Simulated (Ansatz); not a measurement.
# Y on Zr(0001): change of the work function

Aim: the work function of Zr(0001) at several coverages of Y (hcp site), and the dipole that each adsorbate carries.

Main program and level: Ansatz 0.2.0; plane-wave DFT, PBE, Ansatz PAW.

### Step 1. Starting point

The cell holds 4 atoms: 4 Zr. Cell: a = 3.230 Å, b = 3.230 Å, c = 25.718 Å, α = 90.0°, β = 90.0°, γ = 60.0°. Vacuum lies along c.

### Step 2. The clean slab

The bare slab comes first, as the zero from which every change is counted. The two lowest layers are held at bulk places and the upper ones relax. The dipole correction removes the false field that a one-sided slab makes across the periodic vacuum, so each face gets a flat vacuum level of its own.

Input file input.yaml:

```yaml
crystal:
  lattice:
    - [3.23, 0.0, 0.0]
    - [1.615, 2.7972620542, 0.0]
    - [0.0, 0.0, 25.718085]
  atoms:
    - { symbol: Zr, position: [0.6666666667, 0.6666666667, 0.3499482951] }
    - { symbol: Zr, position: [0.0, 0.0, 0.449982765] }
    - { symbol: Zr, position: [0.6666666667, 0.6666666667, 0.550017235] }
    - { symbol: Zr, position: [0.0, 0.0, 0.6500517049] }
kpoints:
  mp_grid: { grid: [11, 11, 1] }
hamiltonian:
  xc: pbe
scf:
  occupations: { method: fermi_dirac, width: 0.1 }
  convergence: { dr2_threshold: 1.0e-08 }
efield:
  axis: 3
  dipole_correction: true
  ramp_position: 0.97
  ramp_width: 0.06
relax:
  f_tol: 0.02
  max_steps: 60
  constraints: [{ sites: [0, 1] }]
output:
  write_potential: true
  write_density: true
  volumetric_format: npy
```

Started as:

```console
$ ansatz run input.yaml --threads 4 --pin off --max-ram 12288MiB --backend cpu --events-out ev --progress --plain --runs-dir out
```

Numbers of over 12 decimals in the logs are rounded to 6 here.

Log:

```text
Engine: ansatz 0.2.0, aarch64-unknown-linux-gnu
Pseudopotentials: kind: paw
Pseudopotential: Zr, paw, valence charge 12, recommended cutoff 420 eV (normal), Zr.paw.azcp
Functional definition: PBE
  parameter kappa = 0.804
  parameter beta = 0.066725
  exchange = pbe_x(kappa = kappa, mu = beta*pi^2/3)
  correlation = pbe_c(beta = beta)
Crystal: 4 atoms, lattice volume = 232.367 Å³
Basis set: ecut = 420 eV, 4609 PW (Γ), exchange–correlation on 48×48×360 points (8 copies of the dense FFT grid, shifted against one another)
Bands: 29, of which v1, the nominal top of the filled ones, is band 24 counted from 1 (23 counted from 0)
Symmetry: 6 space group operations
k-points: 16 of 121 (time reversal used)
Non-local potential: Zr, projectors of the file, l = 0: 3, l = 1: 2, l = 2: 2, l = 3: 2
PAW form: soft (Blöchl's): semilocal exchange-correlation on the pseudo side does not see the compensation charge
PAW one-centre angular grid: Zr, 590 points (default); XC on 64 Gauss nodes
Initial density: superposition of atomic densities (neutral atoms: chi_scale 0, normalization atom), corrected by the library's trained network
Initial wavefunctions: pseudopotential atomic-orbital guess
Functional: x = pbe(κ = 0.804, μ = 0.219515), c = pbe(β = 0.066725)
SCF iter   1: F=—  HF=-16733.554771 eV  |F-HF|=—  |Δ(HF+E_count)|=         —  Δρ=4.50e-3  dr2=5.38e-1  ethr=1.77e-3  p=-0.000 e·Å  D=-3.08e-14 V/Å  ΔV_dip=0.00 eV  dr2_dipole=3.39e-6  V_vac-E_F(+/−)=4.14/4.13 eV  ⟨swp⟩=5.8  Hψ=4491  notcnv=0
efield: sawtooth ramp at fractional position 0.9700 (set: `efield.ramp_position`, or a place that a band, a saddle search or an elastic batch's reference lends), width 0.0600; the density the first Hamiltonian is built on has a dipole p = -0.000 e·Å; the dipole correction subtracts the counter field D = -3.08e-14 V/Å, which shifts the + side's vacuum level by +0.00 eV against the − side's; the planar-averaged density in the ramp window peaks in size at 2.6e-5 e/Å³
automatic band count: the SCF goes on with 34 bands, as 29 were too few: the levels above may hold too much charge
preconditioner: auto → LDOS  [metal: Δε(μ)=0.019 eV  Ē_g=3.165 eV  σ=0.100 eV  W_gap=0.05  n_scr=16 (ndim 8)  ℏωp=9.7 eV  f_vac=0.521  D(μ)=7.10/eV (n_scr^D=48)  β→1.0]
SCF iter   2: F=—  HF=-16733.544664 eV  |F-HF|=—  |Δ(HF+E_count)|=   1.01e-2  Δρ=1.12e-3  dr2=1.20e-2  ethr=1.12e-3  p=0.000 e·Å  D=4.93e-5 V/Å  ΔV_dip=-0.00 eV  dr2_dipole=2.80e-6  V_vac-E_F(+/−)=4.16/4.16 eV  ⟨swp⟩=1.7  Hψ=689  notcnv=0
SCF iter   3: F=—  HF=-16733.545011 eV  |F-HF|=—  |Δ(HF+E_count)|=   3.46e-4  Δρ=3.70e-4  dr2=1.92e-3  ethr=2.49e-5  p=0.000 e·Å  D=1.64e-5 V/Å  ΔV_dip=-0.00 eV  dr2_dipole=1.15e-7  V_vac-E_F(+/−)=4.18/4.18 eV  ⟨swp⟩=1.6  Hψ=632  notcnv=0
SCF iter   4: F=—  HF=-16733.545086 eV  |F-HF|=—  |Δ(HF+E_count)|=   7.50e-5  Δρ=1.21e-4  dr2=6.34e-5  ethr=4.00e-6  p=0.000 e·Å  D=8.03e-6 V/Å  ΔV_dip=-0.00 eV  dr2_dipole=7.47e-10  V_vac-E_F(+/−)=4.18/4.18 eV  ⟨swp⟩=1.4  Hψ=613  notcnv=0
SCF iter   5: F=—  HF=-16733.545104 eV  |F-HF|=—  |Δ(HF+E_count)|=   1.82e-5  Δρ=4.26e-5  dr2=5.20e-6  ethr=1.32e-7  p=0.000 e·Å  D=4.51e-6 V/Å  ΔV_dip=-0.00 eV  dr2_dipole=1.43e-9  V_vac-E_F(+/−)=4.18/4.18 eV  ⟨swp⟩=2.5  Hψ=874  notcnv=0
SCF iter   6: F=—  HF=-16733.544976 eV  |F-HF|=—  |Δ(HF+E_count)|=   1.28e-4  Δρ=1.53e-5  dr2=1.02e-6  ethr=1.08e-8  p=0.000 e·Å  D=2.22e-6 V/Å  ΔV_dip=-0.00 eV  dr2_dipole=8.70e-11  V_vac-E_F(+/−)=4.18/4.18 eV  ⟨swp⟩=2.2  Hψ=861  notcnv=0
SCF iter   7: F=—  HF=-16733.544976 eV  |F-HF|=—  |Δ(HF+E_count)|=   5.43e-7  Δρ=4.93e-6  dr2=7.49e-8  ethr=2.13e-9  p=0.000 e·Å  D=1.14e-6 V/Å  ΔV_dip=-0.00 eV  dr2_dipole=5.96e-12  V_vac-E_F(+/−)=4.18/4.18 eV  ⟨swp⟩=2.0  Hψ=766  notcnv=0
SCF iter   8: F=-16733.544976 eV  HF=-16733.544976 eV  |F-HF|=3.63e-8  |Δ(HF+E_count)|=   8.85e-8  Δρ=1.39e-6  dr2=4.31e-9  ethr=2.08e-11  p=0.000 e·Å  D=5.98e-7 V/Å  ΔV_dip=-0.00 eV  dr2_dipole=2.69e-14  V_vac-E_F(+/−)=4.18/4.18 eV  ⟨swp⟩=9.7  Hψ=3557  notcnv=0
SCF 1 converged in 8 iterations: F = -16733.544976 eV  dr2 = 4.31e-9
  greatest PAW one-centre occupation: 0.996 electrons in one spin orbital (limit 2), on the Zr atom at site 0 (counted from 0), in its partial waves of l = 0
relax step   1: F+E_penalty+E_count = -16733.54497623 eV  Δ(F+E_penalty+E_count) = +0.000e0 eV  max|allowed force component| = 6.182e-1 eV/Å  Δτ_max = 0.0000 Å  (8 SCF iters, accepted)
Bands: 34, of which v1, the nominal top of the filled ones, is band 24 counted from 1 (23 counted from 0)
Initial density: handed on by an earlier stage of this run
Initial wavefunctions: those handed on with the density
SCF iter   1: F=—  HF=-16733.684462 eV  |F-HF|=—  |Δ(HF+E_count)|=         —  Δρ=8.27e-3  dr2=2.96e0  ethr=3.10e-3  p=0.000 e·Å  D=5.42e-7 V/Å  ΔV_dip=-0.00 eV  dr2_dipole=4.74e-1  V_vac-E_F(+/−)=4.17/4.17 eV  ⟨swp⟩=3.7  Hψ=1345  notcnv=0
efield: sawtooth ramp at fractional position 0.9700 (set: `efield.ramp_position`, or a place that a band, a saddle search or an elastic batch's reference lends), width 0.0600; the density the first Hamiltonian is built on has a dipole p = 0.000 e·Å; the dipole correction subtracts the counter field D = 5.42e-7 V/Å, which shifts the + side's vacuum level by -0.00 eV against the − side's; the planar-averaged density in the ramp window peaks in size at 6.5e-7 e/Å³
preconditioner: auto → LDOS  [metal: Δε(μ)=0.020 eV  Ē_g=3.215 eV  σ=0.100 eV  W_gap=0.05  n_scr=16 (ndim 8)  ℏωp=9.7 eV  f_vac=0.524  D(μ)=6.30/eV (n_scr^D=18)  β→1.0]
SCF iter   2: F=—  HF=-16733.584599 eV  |F-HF|=—  |Δ(HF+E_count)|=   9.99e-2  Δρ=4.08e-3  dr2=1.98e-1  ethr=3.10e-3  p=0.006 e·Å  D=5.05e-3 V/Å  ΔV_dip=-0.13 eV  dr2_dipole=2.77e-3  V_vac-E_F(+/−)=4.07/4.20 eV  ⟨swp⟩=2.2  Hψ=914  notcnv=0
SCF iter   3: F=—  HF=-16733.572871 eV  |F-HF|=—  |Δ(HF+E_count)|=   1.17e-2  Δρ=1.72e-3  dr2=3.18e-2  ethr=4.12e-4  p=0.003 e·Å  D=2.20e-3 V/Å  ΔV_dip=-0.06 eV  dr2_dipole=1.11e-3  V_vac-E_F(+/−)=4.14/4.19 eV  ⟨swp⟩=2.0  Hψ=886  notcnv=0
SCF iter   4: F=—  HF=-16733.568128 eV  |F-HF|=—  |Δ(HF+E_count)|=   4.74e-3  Δρ=3.41e-4  dr2=1.49e-3  ethr=6.63e-5  p=0.003 e·Å  D=2.62e-3 V/Å  ΔV_dip=-0.07 eV  dr2_dipole=6.01e-4  V_vac-E_F(+/−)=4.12/4.19 eV  ⟨swp⟩=2.3  Hψ=786  notcnv=0
SCF iter   5: F=—  HF=-16733.568177 eV  |F-HF|=—  |Δ(HF+E_count)|=   4.89e-5  Δρ=8.43e-5  dr2=3.71e-5  ethr=3.10e-6  p=0.003 e·Å  D=2.43e-3 V/Å  ΔV_dip=-0.06 eV  dr2_dipole=2.30e-6  V_vac-E_F(+/−)=4.12/4.19 eV  ⟨swp⟩=1.8  Hψ=764  notcnv=0
[...]
SCF iter   3: F=—  HF=-16733.586018 eV  |F-HF|=—  |Δ(HF+E_count)|=   1.12e-3  Δρ=8.04e-4  dr2=5.99e-3  ethr=4.21e-5  p=0.002 e·Å  D=1.19e-3 V/Å  ΔV_dip=-0.03 eV  dr2_dipole=8.58e-5  V_vac-E_F(+/−)=4.15/4.18 eV  ⟨swp⟩=2.0  Hψ=921  notcnv=0
SCF iter   4: F=—  HF=-16733.584984 eV  |F-HF|=—  |Δ(HF+E_count)|=   1.03e-3  Δρ=1.49e-4  dr2=1.33e-4  ethr=1.25e-5  p=0.001 e·Å  D=7.53e-4 V/Å  ΔV_dip=-0.02 eV  dr2_dipole=8.30e-6  V_vac-E_F(+/−)=4.16/4.18 eV  ⟨swp⟩=2.1  Hψ=717  notcnv=0
SCF iter   5: F=—  HF=-16733.584995 eV  |F-HF|=—  |Δ(HF+E_count)|=   1.11e-5  Δρ=4.96e-5  dr2=1.77e-5  ethr=2.78e-7  p=0.001 e·Å  D=5.34e-4 V/Å  ΔV_dip=-0.01 eV  dr2_dipole=1.90e-8  V_vac-E_F(+/−)=4.17/4.18 eV  ⟨swp⟩=2.0  Hψ=734  notcnv=0
SCF iter   6: F=—  HF=-16733.584990 eV  |F-HF|=—  |Δ(HF+E_count)|=   5.16e-6  Δρ=1.34e-5  dr2=1.28e-6  ethr=3.69e-8  p=0.001 e·Å  D=4.87e-4 V/Å  ΔV_dip=-0.01 eV  dr2_dipole=1.21e-8  V_vac-E_F(+/−)=4.17/4.18 eV  ⟨swp⟩=2.2  Hψ=753  notcnv=0
SCF iter   7: F=—  HF=-16733.584860 eV  |F-HF|=—  |Δ(HF+E_count)|=   1.30e-4  Δρ=3.66e-6  dr2=8.62e-8  ethr=2.67e-9  p=0.001 e·Å  D=4.61e-4 V/Å  ΔV_dip=-0.01 eV  dr2_dipole=2.07e-8  V_vac-E_F(+/−)=4.17/4.18 eV  ⟨swp⟩=2.2  Hψ=826  notcnv=0
SCF iter   8: F=—  HF=-16733.584860 eV  |F-HF|=—  |Δ(HF+E_count)|=   3.13e-8  Δρ=1.38e-6  dr2=1.24e-8  ethr=2.08e-11  p=0.001 e·Å  D=4.60e-4 V/Å  ΔV_dip=-0.01 eV  dr2_dipole=2.78e-9  V_vac-E_F(+/−)=4.17/4.18 eV  ⟨swp⟩=9.6  Hψ=3594  notcnv=0
SCF iter   9: F=-16733.584860 eV  HF=-16733.584860 eV  |F-HF|=1.09e-11  |Δ(HF+E_count)|=   1.08e-8  Δρ=3.20e-7  dr2=6.26e-10  ethr=2.08e-11  p=0.001 e·Å  D=4.60e-4 V/Å  ΔV_dip=-0.01 eV  dr2_dipole=1.33e-11  V_vac-E_F(+/−)=4.17/4.18 eV  ⟨swp⟩=8.4  Hψ=3091  notcnv=0
SCF 3 converged in 9 iterations: F = -16733.584860 eV  dr2 = 6.26e-10
relax step   3: F+E_penalty+E_count = -16733.58485971 eV  Δ(F+E_penalty+E_count) = -1.682e-2 eV  max|allowed force component| = 5.915e-2 eV/Å  Δτ_max = 0.0630 Å  (9 SCF iters, accepted)
SCF iter   1: F=—  HF=-16733.585866 eV  |F-HF|=—  |Δ(HF+E_count)|=         —  Δρ=5.38e-4  dr2=6.58e-3  ethr=3.87e-4  p=0.001 e·Å  D=4.60e-4 V/Å  ΔV_dip=-0.01 eV  dr2_dipole=2.22e-5  V_vac-E_F(+/−)=4.17/4.18 eV  ⟨swp⟩=2.0  Hψ=863  notcnv=0
efield: sawtooth ramp at fractional position 0.9700 (set: `efield.ramp_position`, or a place that a band, a saddle search or an elastic batch's reference lends), width 0.0600; the density the first Hamiltonian is built on has a dipole p = 0.001 e·Å; the dipole correction subtracts the counter field D = 4.60e-4 V/Å, which shifts the + side's vacuum level by -0.01 eV against the − side's; the planar-averaged density in the ramp window peaks in size at 5.6e-7 e/Å³
preconditioner: auto → LDOS  [metal: Δε(μ)=0.067 eV  Ē_g=3.188 eV  σ=0.100 eV  W_gap=0.16  n_scr=16 (ndim 8)  ℏωp=9.7 eV  f_vac=0.523  D(μ)=6.61/eV (n_scr^D=36)  β→1.0]
SCF iter   2: F=—  HF=-16733.585519 eV  |F-HF|=—  |Δ(HF+E_count)|=   3.46e-4  Δρ=3.07e-4  dr2=1.47e-3  ethr=1.37e-5  p=0.001 e·Å  D=1.09e-3 V/Å  ΔV_dip=-0.03 eV  dr2_dipole=2.81e-5  V_vac-E_F(+/−)=4.15/4.18 eV  ⟨swp⟩=2.1  Hψ=759  notcnv=0
SCF iter   3: F=—  HF=-16733.585433 eV  |F-HF|=—  |Δ(HF+E_count)|=   8.60e-5  Δρ=9.32e-5  dr2=7.15e-5  ethr=3.05e-6  p=0.001 e·Å  D=7.66e-4 V/Å  ΔV_dip=-0.02 eV  dr2_dipole=1.21e-6  V_vac-E_F(+/−)=4.16/4.18 eV  ⟨swp⟩=2.1  Hψ=698  notcnv=0
SCF iter   4: F=—  HF=-16733.585417 eV  |F-HF|=—  |Δ(HF+E_count)|=   1.63e-5  Δρ=2.69e-5  dr2=2.79e-6  ethr=1.49e-7  p=0.001 e·Å  D=7.54e-4 V/Å  ΔV_dip=-0.02 eV  dr2_dipole=2.11e-10  V_vac-E_F(+/−)=4.16/4.18 eV  ⟨swp⟩=2.0  Hψ=895  notcnv=0
SCF iter   5: F=—  HF=-16733.585287 eV  |F-HF|=—  |Δ(HF+E_count)|=   1.30e-4  Δρ=6.89e-6  dr2=3.47e-7  ethr=5.82e-9  p=0.001 e·Å  D=7.14e-4 V/Å  ΔV_dip=-0.02 eV  dr2_dipole=1.13e-10  V_vac-E_F(+/−)=4.16/4.18 eV  ⟨swp⟩=2.2  Hψ=784  notcnv=0
SCF iter   6: F=—  HF=-16733.585287 eV  |F-HF|=—  |Δ(HF+E_count)|=   1.13e-7  Δρ=2.68e-6  dr2=7.62e-8  ethr=7.23e-10  p=0.001 e·Å  D=6.86e-4 V/Å  ΔV_dip=-0.02 eV  dr2_dipole=3.94e-9  V_vac-E_F(+/−)=4.16/4.18 eV  ⟨swp⟩=2.6  Hψ=883  notcnv=0
SCF iter   7: F=-16733.585287 eV  HF=-16733.585287 eV  |F-HF|=6.29e-10  |Δ(HF+E_count)|=   7.43e-9  Δρ=1.11e-6  dr2=8.29e-9  ethr=2.08e-11  p=0.001 e·Å  D=6.67e-4 V/Å  ΔV_dip=-0.02 eV  dr2_dipole=1.07e-9  V_vac-E_F(+/−)=4.17/4.18 eV  ⟨swp⟩=6.9  Hψ=3584  notcnv=0
SCF 4 converged in 7 iterations: F = -16733.585287 eV  dr2 = 8.29e-9
relax step   4: F+E_penalty+E_count = -16733.58528726 eV  Δ(F+E_penalty+E_count) = -4.275e-4 eV  max|allowed force component| = 7.703e-3 eV/Å  Δτ_max = 0.0131 Å  (7 SCF iters, accepted)
NSCF: frozen V_eff on 16 k-points
the band table was solved once a step of the walk had ended and its energy, with any forces and stress, was formed, with the checks that follow a solve (2456 applications of the Hamiltonian). They found nothing against the state; the energy, forces and stress were not computed again (output.eigenvalues in the input reference)
WARN: The output density's exchange-correlation potential varies sharply where the density is thin. Do not read a vacuum level from v_tot or v_xc, or from such a field of the output density. On a cell that repeats whose density bears no net charge and no dipole along the vacuum's axis use v_es (v_loc + v_h of the components); under efield.dipole_correction with no amplitude use v_es + v_field, which holds any externa [...]
SCF converged after 7 iterations
Free energy (F): -16733.585287 eV
Harris-Foulkes:  -16733.585287 eV  (|F-HF|=6.29e-10)
Internal energy: -16733.368324 eV  (E = F + TS)
E sigma→0 (E₀):  -16733.476806 eV
Entropy (-TS):   -0.216963 eV (-54.241 meV/atom)
Fermi energy:    3.217433 eV
Dipole field:    D = 0.000626 V/Å  (p = 0.000804 e·Å, saw-weighted, corrected)
Work function:   Φ+ = 4.1661 eV   Φ− = 4.1822 eV
Levels:          The Fermi level and band energies are counted from a zero that moves with the ramp; work functions are not
--- Per-component energies (eV) ---
  E_band       = -903.779155
  E_kinetic    = 1326.057638
  E_local      = -39090.093251  (includes V_loc(G=0)·N_el)
  E_nonlocal   = 323.557454
  E_hartree    = 18808.902762
  E_xc         = -642.858457
  E_vxc        = -758.633838  (∫ρ·V_xc dr)
  E_paw        = -11816.665826  (= ΣΔE_a)
  E_vpaw       = -322.473049  (= ΣTr[D̂ρ^β])
  E_aug_tail   = 0.000098  (compensation charges beyond the density's cutoff)
  E_efield     = 0.000000  (sawtooth field / dipole correction)
  E_vefield    = -0.000458  (∫n·V_field dr)
  E_ewald      = 14357.731257
  E_smearing   = -0.216963  (= −TS)
  E_closure    = 0.000000  (closes the sum)
  Σ components = -16733.585287   (vs F -16733.585287, Δ=0.00e0)
--- Forces (eV/Å), atoms counted from 1 ---
  atom   1  Zr     0.00000000    -0.00000000     0.46037742
  atom   2  Zr    -0.00000000     0.00000000    -0.45826544
  atom   3  Zr     0.00000000    -0.00000000    -0.00770255
  atom   4  Zr    -0.00000000     0.00000000     0.00559635
  max |Σ_I F_I| component: 5.78e-6 eV/Å
--- Band table (eV; the first three rows and the last of 16) ---
  k-point 0: bands = [... 20 lower, 2.9746, 3.2786, 3.7894, 3.8600, 3.9934, 3.9934, 4.0847, 4.0847, ... 6 higher]
  k-point 1: bands = [... 20 lower, 2.8584, 3.2471, 3.5268, 3.5933, 3.8225, 3.9566, 4.1668, 4.1967, ... 6 higher]
  k-point 2: bands = [... 20 lower, 2.4999, 2.8384, 2.9873, 3.2796, 3.4361, 3.6367, 4.0299, 4.2494, ... 6 higher]
  k-point 15: bands = [... 20 lower, 2.0280, 2.4502, 2.5587, 3.0569, 3.1628, 3.4868, 3.4889, 3.6003, ... 6 higher]
--- Relaxed structure (4 steps of the walk, 4 accepted, 0 SCFs on fresh bases) ---
  F+E_penalty+E_count = -16733.58528726 eV   max|allowed force component| = 7.703e-3 eV/Å
  atoms:
    - { symbol: Zr, position: [0.666667, 0.666667, 0.3499482951] }
    - { symbol: Zr, position: [0.0, 0.0, 0.449982765] }
    - { symbol: Zr, position: [0.666667, 0.666667, 0.553858] }
    - { symbol: Zr, position: [-1.4828691324855224e-18, -5.00276078563729e-19, 0.648581] }
```

It took 12 s on 4 threads of Arm Neoverse V1, shared host; peak memory 0.56 GiB.

Step by step:

| step | energy less that of the first step (eV) | largest force component (eV/Å) |
| --- | --- | --- |
| 1 | 0.0000 | 0.6182 |
| 2 | -0.0231 | 0.4879 |
| 3 | -0.0399 | 0.0591 |
| 4 | -0.0403 | 0.0077 |

The run keeps the 6 symmetry operations that it works with, so distortions that break them were not tested.

The atoms that moved most (Å):

| atom | dx | dy | dz | length |
| --- | --- | --- | --- | --- |
| Zr3 | 0.000 | 0.000 | 0.099 | 0.099 |
| Zr4 | 0.000 | 0.000 | -0.038 | 0.038 |

Final coordinates:

```xyz
4
Lattice="3.2300 0.0000 0.0000 1.6150 2.7973 0.0000 0.0000 0.0000 25.7181" Properties=species:S:1:pos:R:3
Zr    3.2300    1.8648    9.0000
Zr    0.0000    0.0000   11.5727
Zr    3.2300    1.8648   14.2442
Zr    0.0000    0.0000   16.6803
```

Numbers from this step:

* energy at zero smearing: -16733.4768 eV
* work function, upper face: 4.166 eV
* dipole along the normal: 8.04e-4 e·Å

Running mean over 2.573 Å of the planar mean; the ramp of the sawtooth is left out. Table of electron's electrostatic potential energy less the Fermi level by z:

z (Å), electron's electrostatic potential energy less the Fermi level (eV) and a bar from the least value:
```
        4       4.18 ##############################
        5       4.15 ##############################
        6       3.92 #############################
        7       2.15 #########################
        8      -5.13 #########
        9      -8.45 #
       10      -8.32 ##
       11      -8.29 ##
       12      -8.16 ##
       13      -7.60 ###
       14      -8.24 ##
       15      -9.04 
       16      -9.04 
       17      -8.17 ##
       18      -2.51 ###############
       19       3.10 ############################
       20       4.04 ##############################
       21       4.15 ##############################
       22       4.16 ##############################
```

The relaxation took 4 steps and lowered the energy by 0.040 eV; the largest force on the free atoms ends at 0.0077 eV/Å.

The work function of the upper face is 4.17 eV.

(Continued in part 2 of 6.)

[Logs are printed without paths, hosts, clocks, repeated set-up lines and the standing remarks that a program may print on its own settings, such as how far it seeks lower states.]

[Hosts, paths, dates, database ids (printed as entryN), source tags and the programs' standing remarks are cut or masked in the printed files.]

[Maps of the electrostatic potential energy from Ansatz leave out the sawtooth potential of an applied field or a dipole correction, so their vacuum need not be flat; planar profiles and work functions include it.]
